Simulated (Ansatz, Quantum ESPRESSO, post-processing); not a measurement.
# Work function of relaxed Be(0001) under two functionals, part 2 of 2

How much does the work function of Be(0001) depend on the functional?

Quantum ESPRESSO 7.5; plane-wave DFT, PBE, GBRV ultrasoft pseudopotentials; geometry and cross-check by Ansatz 0.2.0 with PAW datasets.

So far. Step 2 (Geometry from Ansatz of (0001)):  Held were the atoms numbered 3 and 4; the forces quoted are those on the free ones.

## 3. Ground state of (0001), PBE

Both faces of the slab are alike, so a plain periodic cell serves and symmetry is kept.

Level of this step: plane-wave DFT, PBE, GBRV ultrasoft pseudopotentials (Quantum ESPRESSO 7.5).

0001.pbe.in

```
&control
  prefix = '0001.pbe'
  outdir = './out'
  pseudo_dir = './pseudo'
  calculation = 'scf'
  tprnfor = .true.
/
&system
  ibrav = 0
  nat = 6
  ntyp = 1
  ecutwfc = 40
  ecutrho = 200
  occupations = 'smearing'
  smearing = 'mv'
  degauss = 0.02
/
&electrons
  conv_thr = 1e-07
  mixing_beta = 0.4
  electron_maxstep = 120
  mixing_mode = 'local-TF'
/
ATOMIC_SPECIES
  Be  9.0122  be_pbe_v1.4.uspp.F.UPF
CELL_PARAMETERS angstrom
  2.29000000001942 0.00000000000000 0.00000000000000
  1.14500000000971 1.98319817468318 0.00000000000000
  0.00000000000000 0.00000000000000 24.97107500000000
ATOMIC_POSITIONS crystal
  Be  0.666666666667 0.666666666667 0.319480074856
  Be  -0.000000000000 0.000000000000 0.392531136704
  Be  0.666666666667 0.666666666667 0.464074133800
  Be  0.000000000000 0.000000000000 0.535925866200
  Be  0.666666666667 0.666666666667 0.607468236034
  Be  -0.000000000000 0.000000000000 0.680520081408
K_POINTS automatic
  12 12 1 0 0 0
```

Run with:

```bash
OMP_NUM_THREADS=1 mpirun -n 2 pw.x -nk 2 -in 0001.pbe.in > 0001.pbe.out
```

Log:

```text
Program PWSCF v.7.5 starts
[citation notice left out]

     Parallel version (MPI & OpenMP), running on       2 processor cores
     Number of MPI processes:                 2
     Threads/MPI process:                     1

     MPI processes distributed on     1 nodes
[...]
Current dimensions of program PWSCF are:
     Max number of different atomic species (ntypx) = 10
     Max number of k-points (npk) =  40000
     Max angular momentum in pseudopotentials (lmaxx) =  4
     Message from routine setup:
     using ibrav=0 with symmetry is DISCOURAGED, use correct ibrav instead

     K-points division:     npool     =       2
     Subspace diagonalization in iterative solution of the eigenvalue problem:
     a serial algorithm will be used

     G-vector sticks info
     --------------------
     sticks:   dense  smooth     PW     G-vecs:    dense   smooth      PW
     Sum         253     199     73                36549    26043    5283

     Using Slab Decomposition

     bravais-lattice index     =            0
     lattice parameter (alat)  =       4.3275  a.u.
     unit-cell volume          =     765.3066 (a.u.)^3
     number of atoms/cell      =            6
     number of atomic types    =            1
     number of electrons       =        24.00
     number of Kohn-Sham states=           16
     kinetic-energy cutoff     =      40.0000  Ry
     charge density cutoff     =     200.0000  Ry
     scf convergence threshold =      1.0E-07
     mixing beta               =       0.4000
     number of iterations used =            8  local-TF  mixing
     Exchange-correlation=  SLA  PW   PBX  PBC
                           (   1   4   3   4   0   0   0)

     celldm(1)=   4.327473  celldm(2)=   0.000000  celldm(3)=   0.000000
     celldm(4)=   0.000000  celldm(5)=   0.000000  celldm(6)=   0.000000

     crystal axes: (cart. coord. in units of alat)
               a(1) = (   1.000000   0.000000   0.000000 )
               a(2) = (   0.500000   0.866025   0.000000 )
               a(3) = (   0.000000   0.000000  10.904400 )

     reciprocal axes: (cart. coord. in units 2 pi/alat)
               b(1) = (  1.000000 -0.577350  0.000000 )
               b(2) = (  0.000000  1.154701  0.000000 )
               b(3) = (  0.000000  0.000000  0.091706 )

     PseudoPot. # 1 for Be read from file:
     ./pseudo/be_pbe_v1.4.uspp.F.UPF
     Pseudo is Ultrasoft, Zval =  4.0
     Generated by new atomic code, or converted to UPF format
     Using radial grid of  769 points,  6 beta functions with:
                l(1) =   0
                l(2) =   0
                l(3) =   0
                l(4) =   1
                l(5) =   1
                l(6) =   2
     Q(r) pseudized with 10 coefficients,  rinner =    1.000   1.000   1.000
                                                       1.000   1.000

     atomic species   valence    mass     pseudopotential
     Be                4.00     9.01220     Be( 1.00)

     12 Sym. Ops., with inversion, found ( 6 have fractional translation)

   Cartesian axes

     site n.     atom                  positions (alat units)
         1        Be     tau(   1) = (   1.0000000   0.5773503   3.4837384  )
         2        Be     tau(   2) = (   0.0000000   0.0000000   4.2803164  )
         3        Be     tau(   3) = (   1.0000000   0.5773503   5.0604498  )
         4        Be     tau(   4) = (   0.0000000   0.0000000   5.8439498  )
         5        Be     tau(   5) = (   1.0000000   0.5773503   6.6240764  )
         6        Be     tau(   6) = (   0.0000000   0.0000000   7.4206629  )

     number of k points=    19  Marzari-Vanderbilt smearing, width (Ry)=  0.0200
                       cart. coord. in units 2pi/alat
        k(    1) = (   0.0000000   0.0000000   0.0000000), wk =   0.0138889
        k(    2) = (   0.0000000   0.0962250   0.0000000), wk =   0.0833333
        k(    3) = (   0.0000000   0.1924501   0.0000000), wk =   0.0833333
        k(    4) = (   0.0000000   0.2886751   0.0000000), wk =   0.0833333
        k(    5) = (   0.0000000   0.3849002   0.0000000), wk =   0.0833333
        k(    6) = (   0.0000000   0.4811252   0.0000000), wk =   0.0833333
        k(    7) = (   0.0000000  -0.5773503   0.0000000), wk =   0.0416667
        k(    8) = (   0.0833333   0.1443376   0.0000000), wk =   0.0833333
        k(    9) = (   0.0833333   0.2405626   0.0000000), wk =   0.1666667
        k(   10) = (   0.0833333   0.3367877   0.0000000), wk =   0.1666667
[...]
k(   19) = (   0.3333333  -0.5773503   0.0000000), wk =   0.0277778

     Dense  grid:    36549 G-vectors     FFT dimensions: (  24,  24, 216)

     Smooth grid:    26043 G-vectors     FFT dimensions: (  18,  18, 192)

     Estimated max dynamical RAM per process >      75.98 MB

     Estimated total dynamical RAM >     143.04 MB

     Initial potential from superposition of free atoms

     starting charge      23.9991, renormalised to      24.0000

     negative rho (up, down):  8.237E-05 0.000E+00
     Starting wfcs are   30 randomized atomic wfcs

     total cpu time spent up to now is        0.7 secs

     per-process dynamical memory:    38.6 Mb

     Self-consistent Calculation

     iteration #  1     ecut=    40.00 Ry     beta= 0.40
     Davidson diagonalization with overlap
     ethr =  1.00E-02,  avg # of iterations =  2.3

     negative rho (up, down):  4.367E-07 0.000E+00

     total cpu time spent up to now is        1.6 secs

     total energy              =    -169.42700658 Ry
     estimated scf accuracy    <       0.32895442 Ry

     iteration #  2     ecut=    40.00 Ry     beta= 0.40
[...]
negative rho (up, down):  1.401E-07 0.000E+00

[...]
total energy              =    -169.38114498 Ry
     estimated scf accuracy    <       0.21563692 Ry

     iteration #  3     ecut=    40.00 Ry     beta= 0.40
[...]
total energy              =    -169.40370734 Ry
     estimated scf accuracy    <       0.01724273 Ry

     iteration #  4     ecut=    40.00 Ry     beta= 0.40
[...]
negative rho (up, down):  3.337E-07 0.000E+00

[...]
total energy              =    -169.40138416 Ry
     estimated scf accuracy    <       0.01231250 Ry

     iteration #  5     ecut=    40.00 Ry     beta= 0.40
[...]
total energy              =    -169.40178995 Ry
     estimated scf accuracy    <       0.01171676 Ry

     iteration #  6     ecut=    40.00 Ry     beta= 0.40
[...]
negative rho (up, down):  5.866E-03 0.000E+00

[...]
total energy              =    -169.39987945 Ry
     estimated scf accuracy    <       0.00734909 Ry

     iteration #  7     ecut=    40.00 Ry     beta= 0.40
[...]
negative rho (up, down):  6.199E-03 0.000E+00

[...]
total energy              =    -169.40109446 Ry
     estimated scf accuracy    <       0.00194132 Ry

     iteration #  8     ecut=    40.00 Ry     beta= 0.40
[...]
negative rho (up, down):  7.582E-03 0.000E+00

[...]
total energy              =    -169.39981319 Ry
     estimated scf accuracy    <       0.00348520 Ry

     iteration #  9     ecut=    40.00 Ry     beta= 0.40
[...]
c_bands:  1 eigenvalues not converged
[...]
negative rho (up, down):  5.555E-03 0.000E+00

[...]
total energy              =    -169.40070803 Ry
     estimated scf accuracy    <       0.00143257 Ry

     iteration # 10     ecut=    40.00 Ry     beta= 0.40
[...]
negative rho (up, down):  1.195E-03 0.000E+00

[...]
total energy              =    -169.40040897 Ry
     estimated scf accuracy    <       0.00090796 Ry

     iteration # 11     ecut=    40.00 Ry     beta= 0.40
[...]
negative rho (up, down):  2.569E-04 0.000E+00

[...]
total energy              =    -169.40055326 Ry
     estimated scf accuracy    <       0.00001381 Ry

     iteration # 12     ecut=    40.00 Ry     beta= 0.40
[...]
negative rho (up, down):  1.191E-04 0.000E+00

[...]
total energy              =    -169.40055406 Ry
     estimated scf accuracy    <       0.00000511 Ry

     iteration # 13     ecut=    40.00 Ry     beta= 0.40
[...]
negative rho (up, down):  8.605E-05 0.000E+00

[...]
total energy              =    -169.40055404 Ry
     estimated scf accuracy    <       0.00000121 Ry

     iteration # 14     ecut=    40.00 Ry     beta= 0.40
[...]
negative rho (up, down):  8.239E-05 0.000E+00

[...]
End of self-consistent calculation

          k = 0.0000 0.0000 0.0000 (  3329 PWs)   bands (ev):

   -99.0506 -99.0379 -98.8720 -98.8715 -98.8496 -98.8485 -10.0599  -9.2585
    -8.1779  -6.7677  -5.0467  -2.3618  -1.8816   3.3657   4.8217   5.5026

          k = 0.0000 0.0962 0.0000 (  3339 PWs)   bands (ev):

   -99.0496 -99.0374 -98.8712 -98.8707 -98.8490 -98.8478  -9.8630  -9.0604
    -7.9776  -6.5639  -4.8323  -2.1501  -1.6401   3.4793   5.0398   5.7437

          k = 0.0000 0.1925 0.0000 (  3309 PWs)   bands (ev):

   -99.0466 -99.0357 -98.8687 -98.8682 -98.8470 -98.8459  -9.2721  -8.4667
    -7.3787  -5.9569  -4.1982  -1.5312  -0.9182   3.7850   5.6451   6.4609

          k = 0.0000 0.2887 0.0000 (  3284 PWs)   bands (ev):

   -99.0427 -99.0335 -98.8654 -98.8649 -98.8444 -98.8432  -8.2881  -7.4815
    -6.3908  -4.9658  -3.1802  -0.5845   0.2704   4.0643   6.2444   7.5128

          k = 0.0000 0.3849 0.0000 (  3268 PWs)   bands (ev):

   -99.0387 -99.0314 -98.8621 -98.8617 -98.8417 -98.8406  -6.9211  -6.1223
    -5.0468  -3.6535  -1.9065   0.2725   1.8503   3.6323   4.9715   6.2139

          k = 0.0000 0.4811 0.0000 (  3254 PWs)   bands (ev):

   -99.0354 -99.0303 -98.8598 -98.8593 -98.8399 -98.8387  -5.2253  -4.4662
    -3.4805  -2.2988  -1.0239  -0.5111   2.8001   3.3146   4.0504   4.4770

[...]
the Fermi energy is     0.3337 ev

!    total energy              =    -169.40055415 Ry
     estimated scf accuracy    <       0.00000004 Ry
     smearing contrib. (-TS)   =      -0.00023793 Ry
     internal energy E=F+TS    =    -169.40031622 Ry

     The total energy is F=E-TS. E is the sum of the following terms:
     one-electron contribution =   -1236.36914731 Ry
     hartree contribution      =     592.53581316 Ry
     xc contribution           =     -30.36477709 Ry
     ewald contribution        =     504.79779502 Ry

     convergence has been achieved in  14 iterations

     Forces acting on atoms (cartesian axes, Ry/au):

     atom    1 type  1   force =     0.00000000   -0.00000000   -0.00100937
     atom    2 type  1   force =    -0.00000000   -0.00000000   -0.00038482
     atom    3 type  1   force =     0.00000000    0.00000000    0.00150866
     atom    4 type  1   force =    -0.00000000   -0.00000000   -0.00150866
     atom    5 type  1   force =     0.00000000    0.00000000    0.00038482
     atom    6 type  1   force =    -0.00000000    0.00000000    0.00100937

     Total force =     0.002624     Total SCF correction =     0.000511
     SCF correction compared to forces is large: reduce conv_thr to get better values

[...]
=------------------------------------------------------------------------------=
   JOB DONE.
=------------------------------------------------------------------------------=
```

The job ended after 14 s (2 MPI ranks of Arm Neoverse V2, shared host; peak memory 0.22 GiB; 28 s of CPU time).

Numbers from this step:

- free energy: -2304.8120 eV
- Fermi energy: 0.3337 eV

## 4. Potential by pp.x of (0001)

plot_num = 11 writes the bare and Hartree potential. It leaves out exchange and correlation, which fade slowly, so it flattens close to the surface.

0001.pbe.pot.in

```
&inputpp
  prefix = '0001.pbe'
  outdir = './out'
  filplot = '0001.pbe.pot.dat'
  plot_num = 11
/
```

Run with:

```bash
OMP_NUM_THREADS=1 mpirun -n 2 pp.x -in 0001.pbe.pot.in > 0001.pbe.pot.out
```

Log:

```text
[banner, memory and clock lines left out]
Program POST-PROC v.7.5 starts

          URL

     ./out/0001.pbe.save/

     IMPORTANT: XC functional enforced from input :
     Exchange-correlation= PBE
                           (   1   4   3   4   0   0   0)
     Any further DFT definition will be discarded
     Please, verify this is what you really want

     negative rho (up, down):  8.239E-05 0.000E+00

     Calling punch_plot, plot_num =  11
     Writing data to file  0001.pbe.pot.dat
     Message from routine chdens:
     namelist plot not found or invalid, exiting
```

The job ended after 0.76 s (2 MPI ranks; peak memory 0.09 GiB; 1.4 s of CPU time).

Numbers from this step:

```
work function of the upper face                                       : 5.416 eV
slope of the potential above                                          : -5.01e-5 eV/Å
upper vacuum line continued to the top atoms, over the Fermi level    : 5.416 eV
work function of the lower face                                       : 5.415 eV
slope of the potential below                                          : -2.10e-4 eV/Å
lower vacuum line continued to the bottom atoms, over the Fermi level : 5.414 eV
```

The potential energy, planar mean oscillates, so the rows of the table below give means over windows of 1.79 Å about each position, cut where the curve ends. Its maxima inside the range that stand out by 2 % of the span (Å: eV): 8.9: -0.853, 10.6: -1.39, 12.5: -1.37, 14.3: -1.39, 16.1: -0.851. Its minima: 8.0: -7.11, 9.8: -7.48, 11.6: -7.71, 13.4: -7.71, 15.1: -7.47, 17.0: -7.10.

Electrostatic potential energy of an electron; zero at the Fermi level. The potential energy, planar mean by z; means over each step:

```csv
z (Å),"potential energy, planar mean (eV)"
0.90,5.42
2.69,5.42
4.47,5.41
6.27,4.38
8.05,-4.35
9.84,-4.86
11.63,-5.07
13.43,-5.07
15.21,-4.83
17.00,-4.24
18.79,4.59
20.59,5.41
22.38,5.42
24.16,5.42
```

## 5. Self-consistent run of (0001), LDA

The same atoms under a second functional.

Level of this step: plane-wave DFT, LDA, GBRV ultrasoft pseudopotentials (Quantum ESPRESSO 7.5).

0001.lda.in, as its differences from the input of step 3:

```diff
@@ -1,3 +1,3 @@
 &control
-  prefix = '0001.pbe'
+  prefix = '0001.lda'
   outdir = './out'
@@ -24,3 +24,3 @@
 ATOMIC_SPECIES
-  Be  9.0122  be_pbe_v1.4.uspp.F.UPF
+  Be  9.0122  be_lda_v1.4.uspp.F.UPF
 CELL_PARAMETERS angstrom
```

Run with:

```bash
OMP_NUM_THREADS=1 mpirun -n 2 pw.x -nk 2 -in 0001.lda.in > 0001.lda.out
```

Log:

```text
[banner, memory and clock lines left out]
Program PWSCF v.7.5 starts
[...]
Message from routine setup:
[...]
number of electrons       =        24.00
     number of Kohn-Sham states=           16
     kinetic-energy cutoff     =      40.0000  Ry
     charge density cutoff     =     200.0000  Ry
[...]
number of k points=    19  Marzari-Vanderbilt smearing, width (Ry)=  0.0200
[...]
Dense  grid:    36549 G-vectors     FFT dimensions: (  24,  24, 216)
[...]
negative rho (up, down):  7.725E-05 0.000E+00
     Starting wfcs are   30 randomized atomic wfcs
[...]
negative rho (up, down):  2.529E-07 0.000E+00
[...]
estimated scf accuracy    <       0.36961858 Ry
[...]
negative rho (up, down):  1.043E-07 0.000E+00
[...]
estimated scf accuracy    <       0.24617417 Ry
[...]
estimated scf accuracy    <       0.02261903 Ry
[...]
negative rho (up, down):  3.717E-07 0.000E+00
[...]
estimated scf accuracy    <       0.01627405 Ry
[...]
estimated scf accuracy    <       0.01311331 Ry
[...]
negative rho (up, down):  5.529E-03 0.000E+00
[...]
estimated scf accuracy    <       0.00844878 Ry
[...]
negative rho (up, down):  8.134E-03 0.000E+00
[...]
estimated scf accuracy    <       0.00205524 Ry
[...]
negative rho (up, down):  7.410E-03 0.000E+00
[...]
estimated scf accuracy    <       0.00352634 Ry
[...]
negative rho (up, down):  5.696E-03 0.000E+00
[...]
estimated scf accuracy    <       0.00118197 Ry
[...]
negative rho (up, down):  1.267E-03 0.000E+00
[...]
estimated scf accuracy    <       0.00054436 Ry
[...]
negative rho (up, down):  3.007E-04 0.000E+00
[...]
estimated scf accuracy    <       0.00000693 Ry
[...]
negative rho (up, down):  1.296E-04 0.000E+00
[...]
estimated scf accuracy    <       0.00000165 Ry
[...]
negative rho (up, down):  7.914E-05 0.000E+00
[...]
estimated scf accuracy    <       0.00000043 Ry
[...]
negative rho (up, down):  7.604E-05 0.000E+00
[...]
the Fermi energy is     0.1502 ev
!    total energy              =    -167.86882119 Ry
     estimated scf accuracy    <       0.00000002 Ry
     smearing contrib. (-TS)   =      -0.00033100 Ry
     internal energy E=F+TS    =    -167.86849019 Ry
[...]
one-electron contribution =   -1236.18217557 Ry
     hartree contribution      =     592.33777608 Ry
     xc contribution           =     -28.82188573 Ry
     ewald contribution        =     504.79779502 Ry
     convergence has been achieved in  14 iterations
[...]
Total force =     0.007676     Total SCF correction =     0.000346
[...]
```

Elapsed: 14 s, on 2 MPI ranks; peak memory 0.22 GiB.

This step gave:

| Quantity | Value |
| --- | --- |
| free energy | -2283.9717 eV |
| Fermi energy | 0.1502 eV |

## 6. Potential by pp.x of (0001)

0001.lda.pot.in

```
&inputpp
  prefix = '0001.lda'
  outdir = './out'
  filplot = '0001.lda.pot.dat'
  plot_num = 11
/
```

Run with:

```bash
OMP_NUM_THREADS=1 mpirun -n 2 pp.x -in 0001.lda.pot.in > 0001.lda.pot.out
```

The job ended after 0.75 s (2 MPI ranks; peak memory 0.1 GiB).

Read from the output:

```
work function of the upper face                                       : 5.603 eV
slope of the potential above                                          : -5.86e-5 eV/Å
upper vacuum line continued to the top atoms, over the Fermi level    : 5.603 eV
work function of the lower face                                       : 5.602 eV
slope of the potential below                                          : -2.16e-4 eV/Å
lower vacuum line continued to the bottom atoms, over the Fermi level : 5.601 eV
```

On (0001) the work function under LDA lies +0.19 eV from PBE's.

## 7. The series side by side

All levels:

```csv
level,work function (eV),"Ansatz, PBE (eV)",CPU time (s)
"(0001), PBE",5.416,5.389,27.66
"(0001), LDA",5.603,-,27.12
```

## 8. The arithmetic

For (0001) under PBE, on the run's own zero: φ = 5.750 − (0.334) = 5.416 eV.

## 9. Results

- work function of (0001), PBE: 5.42 eV
- work function of (0001), LDA: 5.60 eV

In words: Under PBE the work function is 5.42 eV on (0001). LDA lies +0.19 eV from PBE on the same atoms. The top two spacings change by +1.7 and -0.4 % on (0001). Ansatz, with Fermi-Dirac smearing and its own datasets, agrees within 0.03 eV under PBE. The slabs are thin and unreconstructed, at the tabulated lattice constant; thickness and mesh leave some 0.05 to 0.1 eV open.

Computed beside measured:

| quantity | measured | (0001), PBE |
| --- | --- | --- |
| work function, loosely compared (polycrystalline sample, no single face) (eV) | 4.98 | 5.42 (+0.44 eV) |

Measured values from arxiv:1902.07811 (2019).

How well it matches: The work function, set beside that of the polycrystal, is off by +0.44 eV. A polycrystal averages over faces, so this is a loose comparison.

[Logs are printed without paths, hosts, clocks, repeated set-up lines and the standing remarks that a program may print on its own settings, such as how far it seeks lower states.]

[Hosts, paths, dates, database ids (printed as entryN), source tags and the programs' standing remarks are cut or masked in the printed files.]

[Maps of the electrostatic potential energy from Ansatz leave out the sawtooth potential of an applied field or a dipole correction, so their vacuum need not be flat; planar profiles and work functions include it.]
